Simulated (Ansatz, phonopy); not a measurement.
**How KBr (Fm-3m) expands on warming**

Wanted: α(T), C_P(T) and B(T) of KBr in the quasi-harmonic approximation.

What experiment has found for this phase:
- volume expansion coefficient 116.1 1e-6/K and heat capacity C_P per formula unit 52.3 J/mol/K near room temperature (given in “High-Throughput Prediction of Finite-Temperature Properties using the Quasi-Harmonic Approximation”, 2016, arXiv:1603.06924)
- volume expansion coefficient 117.6 1e-6/K near room temperature (given in “Descriptors for thermal expansion in solids”, 2017, arXiv:1701.03966)

Main program and level: Ansatz 0.2.0; DFT r2SCAN, scalar-relativistic, plane waves, PAW.

Report form: the programs' logs are mostly left out.

## Step 1: The starting structure

Symmetry: Fm-3m, No. 225, cubic system. Conventional cell: a = 6.600 Å, b = 6.600 Å, c = 6.600 Å, α = 90.00°, β = 90.00°, γ = 90.00°. Nearest to K lie 6 Br at 3.30 Å. Br has 6 K at 3.30 Å nearest. Farther neighbours and most contacts between anions are not listed.

## Step 2: A first coarse run

Before spending time, one coarse run tells the gap and the pressure of the starting cell.

input.yaml

```yaml
crystal:
  lattice:
    - [0.0, 3.3, 3.3]
    - [3.3, 0.0, 3.3]
    - [3.3, 3.3, 0.0]
  atoms:
    - { symbol: K, position: [0.0, 0.0, 0.0] }
    - { symbol: Br, position: [0.5, 0.5, 0.5] }
kpoints:
  mp_grid: { grid: [6, 6, 6] }
hamiltonian:
  xc: r2scan
scf:
  occupations: { method: gaussian, width: 0.1 }
  lower_state_search: "off"
output:
  forces: true
  stress: true
  eigenvalues: true
```

Command:

```bash
ansatz run input.yaml --threads 4 --pin off --max-ram 16384MiB --backend cpu --events-out ev --progress --plain --runs-dir out
```

Run time: 1.7 s. Hardware: 4 threads of Arm Neoverse V1, shared host; peak memory 0.49 GiB.

Numbers from this step:

```
pressure          : 0.06627 GPa
gap on the k-mesh : 5.077 eV
volume per atom   : 35.94 Å³/atom
```

The start is under 0.066 GPa at this level and looks like an insulator or semiconductor on this mesh.

## Step 3: Relaxation

The vibrations must be taken about the equilibrium of this functional, not about the starting cell, so the structure is relaxed.

input.yaml, the sections that differ from step 2:

```yaml
scf:
  occupations: { method: gaussian, width: 0.02 }
  lower_state_search: "off"
relax:
  adjacent_minimum: "off"
  f_tol: 0.005
  max_steps: 80
  cell: { stress_tol: 0.05 }
# crystal, kpoints, hamiltonian, output: as in step 2
```

Run time: 3.2 s. Hardware: 4 threads; peak memory 0.51 GiB.

Little changed from the start: no atom moved by 0.005 Å and no cell edge by 0.1 %.

Numbers from this step:

* pressure: 0.03360 GPa
* gap on the k-mesh: 5.071 eV
* volume per atom: 36.01 Å³/atom

## Step 4: Relaxing to small residual forces and stress

The thresholds are tightened for a last relaxation ahead of the phonons, and where mesh or smearing change with them the cell follows.

input.yaml

```yaml
crystal:
  lattice:
    - [0.0, 3.3022256263, 3.3022256263]
    - [3.3022256263, 0.0, 3.3022256263]
    - [3.3022256263, 3.3022256263, 0.0]
  atoms:
    - { symbol: K, position: [0.0, 0.0, 0.0] }
    - { symbol: Br, position: [0.5, 0.5, 0.5] }
kpoints:
  mp_grid: { grid: [8, 8, 8] }
hamiltonian:
  xc: r2scan
scf:
  occupations: { method: fixed }
  lower_state_search: "off"
output:
  forces: true
  stress: true
  eigenvalues: true
  write_density: true
  write_potential: true
  elf: true
  volumetric_format: npy
relax:
  adjacent_minimum: "off"
  f_tol: 0.001
  max_steps: 60
  cell: { stress_tol: 0.01 }
```

Wall time 6.1 s (4 threads); peak memory 0.54 GiB.

Little changed from the start: no atom moved by 0.005 Å and no cell edge by 0.1 %.

Numbers from this step:

```
pressure          : 1.62e-4 GPa
gap on the k-mesh : 5.065 eV
volume per atom   : 36.09 Å³/atom
```

ELF in the ac plane of the conventional cell at fractional y = 0.000, with atoms of K and Br within 0.2 Å of it. It is the smooth field of the valence electrons, not physical close to the nuclei.

Ten even steps from '0' (0.01) to '9' (0.86), each cell a mean:
```
898217982169930699
996106998899830489
652004899998610146
100001467765300000
332100001110000133
987510012320003689
999720268984005899
489830599998216996
049931698799317981
169930699898217982
899830489996106998
998610146652004899
765300000100001467
110000133332100001
320003689987510012
984005899999720268
998216996489830599
799317981049931698
```
Columns run along a (6.6 Å), rows up along c (6.6 Å), edges of the conventional cell, whose origin can differ from the input's. Atoms in or near the plane, at fractional coordinates: K at (0.00, 0.00), K at (0.50, 0.50), Br at (0.50, 0.00), Br at (0.00, 0.50).

Valence density in the ac plane of the conventional cell at fractional y = 0.000, with atoms of K and Br within 0.2 Å of it. It is the smooth field of the valence electrons, not physical close to the nuclei.

Ten even steps from '0' (0.0 e/Å³) to '9' (4.1 e/Å³), each cell a mean:
```
962000121121000048
530000012221000014
100000001110000000
000000000000000000
000000000000000000
000000000000000000
210000002210000011
221000036741000122
022000159972000121
121000048962000121
221000014530000012
110000000100000001
000000000000000000
000000000000000000
000000000000000000
210000011210000002
741000122221000036
972000121022000159
```
Columns run along a (6.6 Å), rows up along c (6.6 Å), edges of the conventional cell, whose origin can differ from the input's. Atoms in or near the plane, at fractional coordinates: K at (0.00, 0.00), K at (0.50, 0.50), Br at (0.50, 0.00), Br at (0.00, 0.50).

Electrostatic potential energy in the ac plane of the conventional cell at fractional y = 0.000, with atoms of K and Br within 0.2 Å of it. With pseudopotentials it is smooth inside the atoms' cores, unlike the true potential.

Ten even steps from '0' (-67 eV) to '9' (7 eV), each cell a mean:
```
247999830017999853
568999973258999975
889999998899999998
999999999999999999
999999999999999999
999999999999999999
689999987789999987
038999864358999951
006999852237999820
017999853247999830
258999975568999973
899999998889999998
999999999999999999
999999999999999999
999999999999999999
789999987689999987
358999951038999864
237999820006999852
```
Columns run along a (6.6 Å; values clipped at the 3rd and 97th percentile), rows up along c (6.6 Å), edges of the conventional cell, whose origin can differ from the input's. Atoms in or near the plane, at fractional coordinates: K at (0.00, 0.00), K at (0.50, 0.50), Br at (0.50, 0.00), Br at (0.00, 0.50).

The residual pressure is 1.6e-4 GPa, small enough for phonons.

## Step 5: The quasi-harmonic study

Thermal expansion follows from how the free energy of the vibrations (and of the electrons in a metal) changes with strain, so the program makes strained cells, their phonons and a fit in one run.

input.yaml, the sections that differ from step 4:

```yaml
crystal:
  lattice:
    - [0.0, 3.3045270881, 3.3045270881]
    - [3.3045270881, 0.0, 3.3045270881]
    - [3.3045270881, 3.3045270881, 0.0]
  atoms:
    - { symbol: K, position: [0.0, 0.0, 0.0] }
    - { symbol: Br, position: [0.5, 0.5, 0.5] }
output:
  eigenvalues: true
phonons:
  method: dfpt
  qmesh: [4, 4, 4]
  temperatures: { t_max: 500.0, t_step: 25 }
  thermal_expansion: {}
# kpoints, hamiltonian, scf: as in step 4
# relax: removed
```

It took 2.1 h on 4 threads; peak memory 10 GiB; 8.4 h of CPU time.

This step gave:

| Item | Value |
| --- | --- |
| pressure | -0.001367 GPa |
| volume expansion coefficient at 298 K | 138.6 1e-6/K |
| C_P at 298 K | 26.20 J/mol-atom/K |
| entropy at 298 K | 49.04 J/mol-atom/K |
| isothermal bulk modulus at 298 K | 12.78 GPa |
| Grüneisen parameter at 298 K | 1.629 |
| volume at 298 K | 37.47 Å³/atom |
| principal linear expansion coefficients at 298 K | 46.21, 46.21, 46.21 1e-6/K |

Strained cells of the study; zero-point energy where phonons were solved; the pressures are stresses at a fixed cutoff and can carry an offset from the finite basis. Expansion cells, by row:

```tsv
cell	|a| (Å)	|b| (Å)	|c| (Å)	V (Å³/atom)	E - E_lowest (meV/atom)	pressure, compression positive (GPa)	gap (eV)	zero-point energy (meV/atom)
1	4.673	4.673	4.673	36.09	0	-0.012	5.065	-
2	4.711	4.711	4.711	36.96	1.01	-0.37	4.999	-
3	4.636	4.636	4.636	35.23	1.043	0.391	5.134	-
4	4.674	4.674	4.674	36.09	0.001	-0.015	5.065	16.93
5	4.697	4.697	4.697	36.64	0.412	-0.244	5.023	16.5
6	4.728	4.728	4.728	37.36	2.108	-0.519	4.969	15.94
7	4.755	4.755	4.755	38.01	4.637	-0.74	4.923	15.45
8	4.783	4.783	4.783	38.68	8.085	-0.941	4.878	14.96
9	4.81	4.81	4.81	39.35	12.4	-1.124	4.833	14.48
10	4.627	4.627	4.627	35.03	1.623	0.496	5.152	-
11	4.65	4.65	4.65	35.56	0.394	0.231	5.108	-
12	4.849	4.849	4.849	40.31	19.71	-1.349	4.774	-
```

Quasi-harmonic; a, b, c are the run's own cell vectors. Expansion, by row:

```tsv
T (K)	a (Å)	b (Å)	c (Å)	alpha (deg)	beta (deg)	gamma (deg)	cell volume (Å³/cell)	alpha_a (1e-6/K)	alpha_b (1e-6/K)	alpha_c (1e-6/K)	alpha_V (1e-6/K)	C_P (J/mol-atom/K)	C_V (J/mol-atom/K)	S (J/mol-atom/K)	B_T (GPa)	B_S (GPa)	Grueneisen	extrapolation	fit error (1e-6/K)
0	4.686	4.686	4.686	60	60	60	72.76	0	0	0	0	0	0	0	15.49	15.49	-	0	0
25	4.686	4.686	4.686	60	60	60	72.76	5.75	5.75	5.75	17.25	5.756	5.753	2.365	15.47	15.48	1.017	0	0
50	4.688	4.688	4.688	60	60	60	72.84	20.35	20.35	20.35	61.05	14.88	14.82	9.414	15.33	15.39	1.385	0	0.01
75	4.691	4.691	4.691	60	60	60	72.97	28.87	28.87	28.87	86.6	19.56	19.38	16.45	15.12	15.26	1.485	0	0.01
100	4.694	4.694	4.694	60	60	60	73.15	33.43	33.43	33.43	100.3	21.88	21.55	22.43	14.88	15.11	1.525	0	0.02
125	4.698	4.698	4.698	60	60	60	73.34	36.23	36.23	36.23	108.7	23.18	22.7	27.46	14.63	14.94	1.548	0	0.02
150	4.703	4.703	4.703	60	60	60	73.54	38.23	38.23	38.23	114.7	23.99	23.36	31.77	14.38	14.77	1.563	0	0.03
175	4.707	4.707	4.707	60	60	60	73.76	39.83	39.83	39.83	119.5	24.56	23.78	35.51	14.12	14.59	1.576	0	0.03
200	4.712	4.712	4.712	60	60	60	73.98	41.22	41.22	41.22	123.7	25	24.05	38.82	13.86	14.4	1.588	0	0.03
225	4.717	4.717	4.717	60	60	60	74.22	42.51	42.51	42.51	127.5	25.35	24.24	41.78	13.59	14.22	1.598	0	0.04
250	4.722	4.722	4.722	60	60	60	74.46	43.77	43.77	43.77	131.3	25.66	24.38	44.47	13.32	14.02	1.609	0	0.04
275	4.727	4.727	4.727	60	60	60	74.71	45.03	45.03	45.03	135.1	25.95	24.48	46.93	13.04	13.83	1.619	0	0.05
298.1	4.732	4.732	4.732	60	60	60	74.94	46.21	46.21	46.21	138.6	26.2	24.55	49.04	12.78	13.64	1.629	0	0.05
300	4.733	4.733	4.733	60	60	60	74.96	46.31	46.31	46.31	138.9	26.23	24.56	49.2	12.76	13.63	1.63	0	0.05
325	4.738	4.738	4.738	60	60	60	75.23	47.64	47.64	47.64	142.9	26.49	24.62	51.31	12.47	13.42	1.64	0	0.06
350	4.744	4.744	4.744	60	60	60	75.5	49.04	49.04	49.04	147.1	26.76	24.66	53.28	12.18	13.21	1.651	0	0.06
375	4.75	4.75	4.75	60	60	60	75.78	50.52	50.52	50.52	151.6	27.04	24.7	55.14	11.88	13	1.663	0	0.07
400	4.756	4.756	4.756	60	60	60	76.07	52.1	52.1	52.1	156.3	27.32	24.73	56.89	11.57	12.78	1.675	0	0.07
425	4.762	4.762	4.762	60	60	60	76.38	53.81	53.81	53.81	161.4	27.63	24.76	58.56	11.26	12.56	1.687	0	0.07
450	4.769	4.769	4.769	60	60	60	76.69	55.65	55.65	55.65	167	27.95	24.78	60.15	10.93	12.33	1.701	0	0.06
475	4.776	4.776	4.776	60	60	60	77.02	57.67	57.67	57.67	173	28.3	24.8	61.67	10.6	12.09	1.714	0	0.07
500	4.783	4.783	4.783	60	60	60	77.36	59.89	59.89	59.89	179.7	28.67	24.82	63.13	10.25	11.85	1.729	0	0.1
```

Expansion coefficient against temperature; values in 1e-6/K:

```tsv
temperature (K)	volume	principal 1
0	0	0
25	17.2	5.75
50	61.0	20.4
75	86.6	28.9
100	100	33.4
125	109	36.2
150	115	38.2
175	119	39.8
200	124	41.2
225	128	42.5
250	131	43.8
275	135	45.0
298	139	46.2
300	139	46.3
325	143	47.6
350	147	49.0
375	152	50.5
400	156	52.1
425	161	53.8
450	167	55.6
475	173	57.7
500	180	59.9
```

At 298 K the volume expansion is 139 × 10⁻⁶/K and B_T is 12.8 GPa. The program raised the cutoff to 580 eV by itself: with no cutoff typed, the study takes about 1.16 times the default for its relaxations and scales it with the volume for the phonons.

## Step 6: Free-energy fit

This step: DFT r2SCAN, scalar-relativistic, plane waves, PAW (phonopy 4.10.0).

Numbers from this step:

```
volume expansion coefficient at 300 K : 139.0 1e-6/K
isothermal bulk modulus at 300 K      : 12.75 GPa
C_P at 300 K                          : 26.25 J/mol-atom/K
Grüneisen parameter at 300 K          : 1.63
```

Table of energy (each curve on its own zero) by volume; values in meV/atom:

```tsv
volume (Å³/atom)	static	F at 0 K	F at 300 K	F at 500 K
36.09	0	1.22	5.48	9.03
36.64	0.41	1.2	4.06	6.42
37.36	2.11	2.33	3.27	4.03
38.01	4.64	4.37	3.55	2.85
38.68	8.08	7.34	4.68	2.47
39.35	12.4	11.2	6.6	2.83
```

Phonopy-qha, vinet fit of F(V) at each temperature. Qha vinet, by row:

```tsv
T (K)	fitted volume (Å³/atom)	alpha_V (1e-6/K)	B_T (GPa)	C_P (J/mol-atom/K)	Grueneisen
75	36.49	84.72	15.11	19.55	1.452
100	36.57	99.46	14.87	21.96	1.512
125	36.67	108.3	14.63	23.26	1.542
150	36.77	114.5	14.38	24.06	1.56
175	36.88	119.4	14.12	24.62	1.574
200	36.99	123.6	13.86	25.05	1.586
225	37.11	127.5	13.59	25.39	1.598
250	37.23	131.3	13.32	25.7	1.608
275	37.35	135.1	13.04	25.98	1.619
300	37.48	139	12.75	26.25	1.63
325	37.61	143.1	12.46	26.52	1.641
350	37.75	147.3	12.17	26.78	1.652
375	37.89	151.7	11.87	27.06	1.664
400	38.04	156.5	11.56	27.34	1.676
425	38.19	161.6	11.25	27.64	1.689
450	38.35	167	10.94	27.96	1.702
475	38.51	172.9	10.61	28.31	1.716
```

The volume expansion coefficient by temperature; values in 1e-6/K:

```tsv
temperature (K)	phonopy-qha, Vinet	Ansatz's own study
75	84.7	86.6
100	99.5	100
125	108	109
150	114	115
175	119	119
200	124	124
225	128	128
250	131	131
275	135	135
300	139	139
325	143	143
350	147	147
375	152	152
400	156	156
425	162	161
450	167	167
475	173	173
```

The fit gives a volume expansion of 139 × 10⁻⁶/K at 300 K, against 139 at 298 K from the study itself, whose static fit uses more cells.

## Step 7: Results

```json
{"settings of these figures": "r2SCAN, 580 eV, k 8×8×8, q 4×4×4", "volume expansion coefficient at 298 K": "138.6 1e-6/K", "C_P at 298 K": "26.20 J/mol-atom/K", "entropy at 298 K": "49.04 J/mol-atom/K", "isothermal bulk modulus at 298 K": "12.78 GPa", "Grüneisen parameter at 298 K": "1.629", "volume at 298 K": "37.47 Å³/atom", "principal linear expansion coefficients at 298 K": "46.21, 46.21, 46.21 1e-6/K"}
```

What this shows: Near room temperature KBr expands by 139 × 10⁻⁶/K in volume by r2SCAN, with C_P = 26.2 J/(mol K) per mole of atoms and B_T = 12.8 GPa. C_P at room temperature is 105 % of the classical 3R an atom; C_V is 98 %, and the rest is expansion work. A measured volume expansion coefficient near room temperature is 116.1 1e-6/K (arXiv:1603.06924); the calculated 139 1e-6/K differs by +19 %. A measured heat capacity per formula unit near room temperature is 52.3 J/mol/K (arXiv:1603.06924); the calculated 52.4 J/mol/K agrees within half a per cent. The PAW files were made for PBE and are used here under another functional, for which the program regenerates the frozen cores.

[Logs are printed without paths, hosts, clocks, repeated set-up lines and the standing remarks that a program may print on its own settings, such as how far it seeks lower states.]

[Hosts, paths, dates, database ids (printed as entryN), source tags and the programs' standing remarks are cut or masked in the printed files.]

[A step with changed settings may run another functional than the one named; its input shows which.]
